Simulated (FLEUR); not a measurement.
# MnO2 (Pyrolusite): parallel and opposed starts, part 2 of 3

A self-consistent run ends on one state, which hangs on the start. Several orders of MnO2 (Pyrolusite) are started in FLEUR and their energies compared.

FLEUR MaX-R8.1; PBE; all-electron FLAPW, Dirac cores, scalar-relativistic bands.

So far, largest spin moment in the muffin-tin sphere (μB): step 2 (run 1 (ferro ++)) 2.69.

### 3. Run 2 (antiferro +-)

Another pattern of signs weighs the neighbour shells otherwise.

File inp.xml:

```
<?xml version="1.0" encoding="UTF-8" standalone="no"?>
<fleurInput fleurInputVersion="0.39">
   <comment>
      MnO2
   </comment>
   <calculationSetup>
      <cutoffs Kmax="4.4" Gmax="13.2" GmaxXC="13.2" numbands="0"/>
      <scfLoop itmax="90" minDistance="0.00002" maxIterBroyd="15" imix="Anderson" alpha="0.05" precondParam="0.0" spinf="2.0" sdNocoIR="T"/>
      <coreElectrons ctail="T" frcor="F" kcrel="0" coretail_lmax="0"/>
      <xcFunctional name="pbe" relativisticCorrections="F"/>
      <magnetism jspins="2"/>
      <soc l_soc="F" theta="0.0" phi="0.0" spav="F"/>
      <expertModes spex="0" secvar="F"/>
      <geometryOptimization l_f="F" forcealpha="1.0" forcemix="BFGS" epsdisp="0.00001" epsforce="0.00001"/>
      <ldaU l_linMix="F" mixParam="0.05" spinf="1.0"/>
   </calculationSetup>
   <cell>
      <bzIntegration valenceElectrons="54.0" mode="hist" fermiSmearingEnergy="0.00183747">
         <kPointListSelection listName="default-1"/>
         <xi:include xmlns:xi="http://www.w3.org/2001/XInclude" href="kpts.xml"> </xi:include>
      </bzIntegration>
      <xi:include xmlns:xi="http://www.w3.org/2001/XInclude" href="sym.xml"> </xi:include>
      <bulkLattice scale="1.0">
         <bravaisMatrix>
            <row-1>    8.3115824138281784     0.0000000000000000     0.0000000000000000</row-1>
            <row-2>    0.0000000000000000     8.3115824138281784     0.0000000000000000</row-2>
            <row-3>    0.0000000000000000     0.0000000000000000     5.4291831559758004</row-3>
         </bravaisMatrix>
      </bulkLattice>
   </cell>
   <atomSpecies>
      <species name="Manganese 4.500" element="Mn" atomicNumber="25">
         <mtSphere radius="2.21" gridPoints="731" logIncrement="0.017"/>
         <atomicCutoffs lmax="8" lnonsphr="6"/>
         <electronConfig flipSpins="F">
            <coreConfig>(1s1/2) (2s1/2) (2p1/2) (2p3/2)</coreConfig>
            <valenceConfig>(3s1/2) (3p1/2) (3p3/2) (4s1/2) (3d3/2) (3d5/2)</valenceConfig>
            <stateOccupation state="(3d3/2)" spinUp="1.75" spinDown="0.25"/>
            <stateOccupation state="(3d5/2)" spinUp="3.0" spinDown="0.0"/>
         </electronConfig>
         <energyParameters s="4" p="4" d="3" f="4"/>
         <lo type="SCLO" l="0" n="3" eDeriv="0"/>
         <lo type="SCLO" l="1" n="3" eDeriv="0"/>
      </species>
      <species name="Manganese -4.500" element="Mn" atomicNumber="25">
         <mtSphere radius="2.21" gridPoints="731" logIncrement="0.017"/>
         <atomicCutoffs lmax="8" lnonsphr="6"/>
         <electronConfig flipSpins="F">
            <coreConfig>(1s1/2) (2s1/2) (2p1/2) (2p3/2)</coreConfig>
            <valenceConfig>(3s1/2) (3p1/2) (3p3/2) (4s1/2) (3d3/2) (3d5/2)</valenceConfig>
            <stateOccupation state="(3d3/2)" spinUp="0.25" spinDown="1.75"/>
            <stateOccupation state="(3d5/2)" spinUp="0.0" spinDown="3.0"/>
         </electronConfig>
         <energyParameters s="4" p="4" d="3" f="4"/>
         <lo type="SCLO" l="0" n="3" eDeriv="0"/>
         <lo type="SCLO" l="1" n="3" eDeriv="0"/>
      </species>
      <species name="Oxygen (O)" element="O" atomicNumber="8">
         <mtSphere radius="1.25" gridPoints="415" logIncrement="0.025"/>
         <atomicCutoffs lmax="6" lnonsphr="4"/>
         <electronConfig flipSpins="F">
            <coreConfig>(1s1/2)</coreConfig>
            <valenceConfig>(2s1/2) (2p1/2) (2p3/2)</valenceConfig>
            <stateOccupation state="(2p1/2)" spinUp="0.666667" spinDown="0.666667"/>
            <stateOccupation state="(2p3/2)" spinUp="1.333333" spinDown="1.333333"/>
         </electronConfig>
         <energyParameters s="2" p="2" d="3" f="4"/>
      </species>
   </atomSpecies>
   <atomGroups>
      <atomGroup species="Manganese 4.500">
         <relPos label="                   1">.0000000000 .0000000000 .0000000000</relPos>
         <force calculate="T" relaxXYZ="TTT"/>
      </atomGroup>
      <atomGroup species="Manganese -4.500">
         <relPos label="                   2">1.000/2.000 1.000/2.000 1.000/2.000</relPos>
         <force calculate="T" relaxXYZ="TTT"/>
      </atomGroup>
      <atomGroup species="Oxygen (O)">
         <relPos label="                   3">.3051500000 .3051500000 .0000000000</relPos>
         <relPos label="                   5">-.3051500000 -.3051500000 .0000000000</relPos>
         <force calculate="T" relaxXYZ="TTT"/>
      </atomGroup>
      <atomGroup species="Oxygen (O)">
         <relPos label="                   4">.1948500000 -.1948500000 1.000/2.000</relPos>
         <relPos label="                   6">-.1948500000 .1948500000 1.000/2.000</relPos>
         <force calculate="T" relaxXYZ="TTT"/>
      </atomGroup>
   </atomGroups>
   <output dos="F" band="F" slice="F">
      <bandDOS minEnergy="-.5*Htr" maxEnergy="0.5*Htr" sigma="0.015" storeEVData="T"/>
      <plotting iplot="0" polar="F">
         <plot TwoD="T" vec1="  1.0  0.0  0.0" vec2="  0.0  1.0  0.0" vec3="  0.0  0.0  1.0" zero="  0.0  0.0  0.0" file="plot"/>
      </plotting>
      <moessbauerParams electricFieldGradient="F" isomerShift="F" coreHyperfine="F" valenceHyperfine="F"/>
   </output>
</fleurInput>
```

File crystal.txt:

```
MnO2
&input film=F cartesian=F /
4.39830000000  0.00000000000  0.00000000000
0.00000000000  4.39830000000  0.00000000000
0.00000000000  0.00000000000  2.87300000000
1.8897261246
1.0 1.0 1.0

6
25 0.00000000000  0.00000000000  0.00000000000 : 4.500
25 0.50000000000  0.50000000000  0.50000000000 : -4.500
8 0.30515000000  0.30515000000  0.00000000000
8 0.19485000000  0.80515000000  0.50000000000
8 0.69485000000  0.69485000000  0.00000000000
8 0.80515000000  0.19485000000  0.50000000000

&kpt div1=8 div2=8 div3=8 gamma=T /
```

The run is started by

```
OMP_NUM_THREADS=1 inpgen -f crystal.txt > inpgen.log  # inp.xml is then edited as shown
OMP_NUM_THREADS=1 mpirun -n 4 fleur_MPI > fleur.log
```

The program printed:

```text
[banner, memory and clock lines left out]
Welcome to FLEUR        (www.flapw.de)
      MaX-Release 8.1          (www.max-centre.eu)

 ========== k-point set info ==========
 Selected k-point list: default-1
 k-point list type: mesh
 0 x 0 x 0
 Number of k points: 108

 ------------Calculation Setup---------------------------
 Number of PE/node        :            4
 Number of OMP-threads    :            1
 k-points in parallel     :            4
 pe's per k-point         :            1
 No of k-point loops      :           27
 Eigenvalue solver        :       lapack
 Number of basis functions:          592
 Approximate size of matrices (H+S) per k-point:         0.005 GB
 Iteration:     1   Distance:      43.84043156 me/bohr^3
 Iteration:     2   Distance:      35.90171481 me/bohr^3
 Iteration:     3   Distance:      27.02202395 me/bohr^3
 Iteration:     4   Distance:      29.93300907 me/bohr^3
 Iteration:     5   Distance:      16.80124362 me/bohr^3
 Iteration:     6   Distance:       9.71857130 me/bohr^3
 Iteration:     7   Distance:      13.11402199 me/bohr^3
 Iteration:     8   Distance:      14.12936680 me/bohr^3
 Iteration:     9   Distance:       5.84961846 me/bohr^3
 Iteration:    10   Distance:       2.80091782 me/bohr^3
 Iteration:    11   Distance:       1.67435483 me/bohr^3
 Iteration:    12   Distance:       1.56364521 me/bohr^3
 Iteration:    13   Distance:       0.40640991 me/bohr^3
 Iteration:    14   Distance:       0.33315860 me/bohr^3
 Iteration:    15   Distance:       0.04233851 me/bohr^3
 Iteration:    16   Distance:       0.04075453 me/bohr^3
 Iteration:    17   Distance:       0.02356547 me/bohr^3
 Iteration:    18   Distance:       0.01417014 me/bohr^3
 Iteration:    19   Distance:       0.00881889 me/bohr^3
 Iteration:    20   Distance:       0.00556487 me/bohr^3
 Iteration:    21   Distance:       0.00381951 me/bohr^3
 Iteration:    22   Distance:       0.00183031 me/bohr^3
 Iteration:    23   Distance:       0.00041617 me/bohr^3
 Iteration:    24   Distance:       0.00036374 me/bohr^3
 Iteration:    25   Distance:       0.00012336 me/bohr^3
 Iteration:    26   Distance:       0.00001993 me/bohr^3

 ********************************************************************
 Run finished successfully
 Stop message:
   all done
 ********************************************************************

--- out.xml (last complete iteration) ---
<iteration numberForCurrentRun="   26" overallNumber="   26">
         [... left out ...]
         <bandgap value="0.0000069515" units="eV"/>
         <sumValenceSingleParticleEnergies value="-28.6262769796" units="Htr"/>
         <FermiEnergy value="0.2684954368" units="Htr"/>
         <valenceDensity>
            <mtCharges spin="1">
               <mtCharge atomType="1" total="8.0596187" s="1.1520881" p="3.2142205" d="3.6084826" f="0.0620338"/>
               <mtCharge atomType="2" total="5.5635874" s="1.1385984" p="3.2010946" d="1.1373888" f="0.0623452"/>
               <mtCharge atomType="3" total="1.9269307" s="0.6135308" p="1.3110243" d="0.0020621" f="0.0002665"/>
               <mtCharge atomType="4" total="1.9679021" s="0.6146457" p="1.3502830" d="0.0025722" f="0.0003435"/>
            </mtCharges>
            <mtCharges spin="2">
               <mtCharge atomType="1" total="5.5635868" s="1.1385976" p="3.2010935" d="1.1373903" f="0.0623450"/>
               <mtCharge atomType="2" total="8.0596197" s="1.1520886" p="3.2142209" d="3.6084825" f="0.0620339"/>
               <mtCharge atomType="3" total="1.9679040" s="0.6146459" p="1.3502848" d="0.0025721" f="0.0003435"/>
               <mtCharge atomType="4" total="1.9269297" s="0.6135309" p="1.3110232" d="0.0020621" f="0.0002665"/>
            </mtCharges>
            <spinDependentCharge spin="1" total="27.0000000" interstitial="5.5871282" mtSpheres="21.4128717"/>
            <spinDependentCharge spin="2" total="27.0000000" interstitial="5.5871261" mtSpheres="21.4128740"/>
            <totalCharge value="54.0000000000"/>
         </valenceDensity>
         [... left out ...]
         <magneticMomentsInMTSpheres units="muBohr">
            <globalMagMoment atomType="1" vec="0.00000   0.00000   2.49603"/>
            <localMagMoment atomType="1" vec="0.00000   0.00000   2.49603"/>
            <globalMagMoment atomType="2" vec="0.00000   0.00000  -2.49603"/>
            <localMagMoment atomType="2" vec="0.00000   0.00000  -2.49603"/>
            <globalMagMoment atomType="3" vec="0.00000   0.00000  -0.04097"/>
            <localMagMoment atomType="3" vec="0.00000   0.00000  -0.04097"/>
            <globalMagMoment atomType="4" vec="0.00000   0.00000   0.04097"/>
            <localMagMoment atomType="4" vec="0.00000   0.00000   0.04097"/>
         </magneticMomentsInMTSpheres>
         [... left out ...]
         <totalEnergy value="    -2618.2884548445" units="Htr">
            <sumOfEigenvalues value="    -1498.6061806114">
               <coreElectrons value="-1469.9799036318"/>
               <valenceElectrons value="-28.6262769796"/>
            </sumOfEigenvalues>
            <densityCoulombPotentialIntegral value="-3965.3200200067"/>
            <densityEffectivePotentialIntegral value="-4144.8091199750"/>
            <chargeDenXCDenIntegral value="-138.6267112685"/>
            <FockExchangeEnergyValence value="0.0000000000"/>
            <FockExchangeEnergyCore value="0.0000000000"/>
         [... left out ...]
            <tkbTimesEntropy value="0.0003280918"/>
            <freeEnergy value="-2618.2887829363"/>
            <extrapolationTo0K value="-2618.2886188904"/>
         </totalEnergy>
         <densityConvergence units="me/bohr^3">
            <chargeDensity spin="1" distance="0.0000134843"/>
            <chargeDensity spin="2" distance="0.0000140096"/>
            <overallChargeDensity distance="0.0000189497"/>
            <spinDensity distance="0.0000199274"/>
         </densityConvergence>
      </iteration>
```

Elapsed: 2.3 min, on 4 MPI ranks of Intel Xeon Platinum 8488C (Sapphire Rapids), shared host; peak memory 0.36 GiB.

Spin moment in the muffin-tin sphere by atom:

| atom | spin moment in the muffin-tin sphere (μB) |
| --- | --- |
| Mn1 | 2.50 |
| Mn2 | -2.50 |
| O3 | -0.04 |
| O4 | 0.04 |
| O5 | -0.04 |
| O6 | 0.04 |

This step gave:

```
free energy                                                       : -71247.2674 eV
program's band gap on this mesh (in a metal only a level spacing) : 6.95e-6 eV
magnetization                                                     : 0 μB
final state                                                       : antiferromagnetic
```

It lies 119 meV a seeded atom under the first start, and its largest moment is 2.50 μB against 2.69 μB.

### 4. Order 3, typed as no spin polarisation

A spinless run gives the zero against which the gain from the moments is read.

Edit inp.xml of step 3 so:

```diff
@@ -10,3 +10,3 @@
       <xcFunctional name="pbe" relativisticCorrections="F"/>
-      <magnetism jspins="2"/>
+      <magnetism jspins="1"/>
       <soc l_soc="F" theta="0.0" phi="0.0" spav="F"/>
@@ -31,3 +31,3 @@
    <atomSpecies>
-      <species name="Manganese 4.500" element="Mn" atomicNumber="25">
+      <species name="Manganese (Mn)" element="Mn" atomicNumber="25">
          <mtSphere radius="2.21" gridPoints="731" logIncrement="0.017"/>
@@ -37,17 +37,4 @@
             <valenceConfig>(3s1/2) (3p1/2) (3p3/2) (4s1/2) (3d3/2) (3d5/2)</valenceConfig>
-            <stateOccupation state="(3d3/2)" spinUp="1.75" spinDown="0.25"/>
-            <stateOccupation state="(3d5/2)" spinUp="3.0" spinDown="0.0"/>
-         </electronConfig>
-         <energyParameters s="4" p="4" d="3" f="4"/>
-         <lo type="SCLO" l="0" n="3" eDeriv="0"/>
-         <lo type="SCLO" l="1" n="3" eDeriv="0"/>
-      </species>
-      <species name="Manganese -4.500" element="Mn" atomicNumber="25">
-         <mtSphere radius="2.21" gridPoints="731" logIncrement="0.017"/>
-         <atomicCutoffs lmax="8" lnonsphr="6"/>
-         <electronConfig flipSpins="F">
-            <coreConfig>(1s1/2) (2s1/2) (2p1/2) (2p3/2)</coreConfig>
-            <valenceConfig>(3s1/2) (3p1/2) (3p3/2) (4s1/2) (3d3/2) (3d5/2)</valenceConfig>
-            <stateOccupation state="(3d3/2)" spinUp="0.25" spinDown="1.75"/>
-            <stateOccupation state="(3d5/2)" spinUp="0.0" spinDown="3.0"/>
+            <stateOccupation state="(3d3/2)" spinUp="1.000000" spinDown="1.000000"/>
+            <stateOccupation state="(3d5/2)" spinUp="1.500000" spinDown="1.500000"/>
          </electronConfig>
@@ -70,7 +57,4 @@
    <atomGroups>
-      <atomGroup species="Manganese 4.500">
+      <atomGroup species="Manganese (Mn)">
          <relPos label="                   1">.0000000000 .0000000000 .0000000000</relPos>
-         <force calculate="T" relaxXYZ="TTT"/>
-      </atomGroup>
-      <atomGroup species="Manganese -4.500">
          <relPos label="                   2">1.000/2.000 1.000/2.000 1.000/2.000</relPos>
@@ -80,7 +64,4 @@
          <relPos label="                   3">.3051500000 .3051500000 .0000000000</relPos>
+         <relPos label="                   4">.1948500000 -.1948500000 1.000/2.000</relPos>
          <relPos label="                   5">-.3051500000 -.3051500000 .0000000000</relPos>
-         <force calculate="T" relaxXYZ="TTT"/>
-      </atomGroup>
-      <atomGroup species="Oxygen (O)">
-         <relPos label="                   4">.1948500000 -.1948500000 1.000/2.000</relPos>
          <relPos label="                   6">-.1948500000 .1948500000 1.000/2.000</relPos>
```

Edit crystal.txt of step 3 so:

```diff
@@ -9,4 +9,4 @@
 6
-25 0.00000000000  0.00000000000  0.00000000000 : 4.500
-25 0.50000000000  0.50000000000  0.50000000000 : -4.500
+25 0.00000000000  0.00000000000  0.00000000000
+25 0.50000000000  0.50000000000  0.50000000000
 8 0.30515000000  0.30515000000  0.00000000000
```

The program printed:

```text
[banner, memory and clock lines left out]
Welcome to FLEUR        (www.flapw.de)
      MaX-Release 8.1          (www.max-centre.eu)

 ========== k-point set info ==========
 Selected k-point list: default-1
 k-point list type: mesh
 0 x 0 x 0
 Number of k points: 76

 [... set-up left out ...]
 Iteration:     1   Distance:      39.57720465 me/bohr^3
 Iteration:     2   Distance:      31.54549589 me/bohr^3
 Iteration:     3   Distance:      21.12912593 me/bohr^3
 Iteration:     4   Distance:      17.63787444 me/bohr^3
 Iteration:     5   Distance:       9.45819958 me/bohr^3
[...]
<FermiEnergy value="0.2678744018" units="Htr"/>
         [... left out ...]
         <totalEnergy value="    -2618.2319494616" units="Htr">
            <sumOfEigenvalues value="    -1498.2404531902">
               <coreElectrons value="-1469.9047497024"/>
               <valenceElectrons value="-28.3357034878"/>
            </sumOfEigenvalues>
         [... left out ...]
            <freeEnergy value="-2618.2349003120"/>
            <extrapolationTo0K value="-2618.2334248868"/>
         </totalEnergy>
         <densityConvergence units="me/bohr^3">
            <chargeDensity spin="1" distance="0.0000053404"/>
         </densityConvergence>
      </iteration>
```

Elapsed: 44 s, on 4 MPI ranks; peak memory 0.27 GiB; 2.9 min of CPU time.

Numbers from this step:

- free energy: -71245.8012 eV
- program's band gap on this mesh (in a metal only a level spacing): 0 eV
- final state: non-magnetic (no spin polarisation)

It lies 614 meV a seeded atom over the first start.

(Part 2 of 3 ends here.)

[Logs and program files are shortened in this print: banners, set-up blocks, solver, clock and traceback lines can be left out without a mark of their own.]

[Logs are printed without paths, hosts, clocks, repeated set-up lines and the standing remarks that a program may print on its own settings, such as how far it seeks lower states.]

[Hosts, paths, dates, database ids (printed as entryN), source tags and the programs' standing remarks are cut or masked in the printed files.]

[Where a cell is said to come from a database of computed structures, the database is the Materials Project.]
